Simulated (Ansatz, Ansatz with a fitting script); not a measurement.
Planning a run of Ansatz 0.2.0 on BaHI (P4/nmm). The input:

```yaml
crystal:
  lattice:
    - [4.828, 0.0, 0.0]
    - [0.0, 4.828, 0.0]
    - [0.0, 0.0, 8.167]
  atoms:
    - { symbol: Ba, position: [0.0, 0.5, 0.1646540958] }
    - { symbol: Ba, position: [0.5, 0.0, 0.7986127097] }
    - { symbol: H, position: [0.0, 0.0, 0.9816334027] }
    - { symbol: H, position: [0.5, 0.5, 0.9816334027] }
    - { symbol: I, position: [0.0, 0.5, 0.673388025] }
    - { symbol: I, position: [0.5, 0.0, 0.2898787805] }
kpoints:
  mp_grid: { grid: [3, 3, 2] }
hamiltonian:
  xc: lda
  pseudopotentials: { kind: nc, xc_functional: pbe }
scf:
  occupations: { method: fixed }
  lower_state_search: "off"
  convergence: { dr2_threshold: 1.0e-09 }
output:
  rpa_energy:
    ecut_chi_ladder: [180, 210, 240, 270, 300]
    long_wavelength: optical_limit
    n_empty_bands: 794
basis:
  ecutwfc: 979.609905
  xc_grid: 3
```

```sh
ansatz run input.yaml --threads 16 --pin off --max-ram 64512MiB --backend cuda --events-out ev --progress --plain --runs-dir out --devices 1 --max-vram 157GiB
```

Question: How long will it take on 1 × NVIDIA GB200 with 16 threads of Arm Neoverse V2, shared host, and how much memory?

It took 2.1 min; on shared hardware allow 62 s to 4.2 min. Peak host memory was 7.3 GiB.

[Paths, hosts, dates, memory and timing lines, banners, echoed tables and standing remarks are left out of the program output.]

[Logs are printed without paths, hosts, clocks, repeated set-up lines and the standing remarks that a program may print on its own settings, such as how far it seeks lower states.]

[Runs of the session that timed out or met a known fault of the program may be left out.]

[Hosts, paths, dates, database ids (printed as entryN), source tags and the programs' standing remarks are cut or masked in the printed files.]
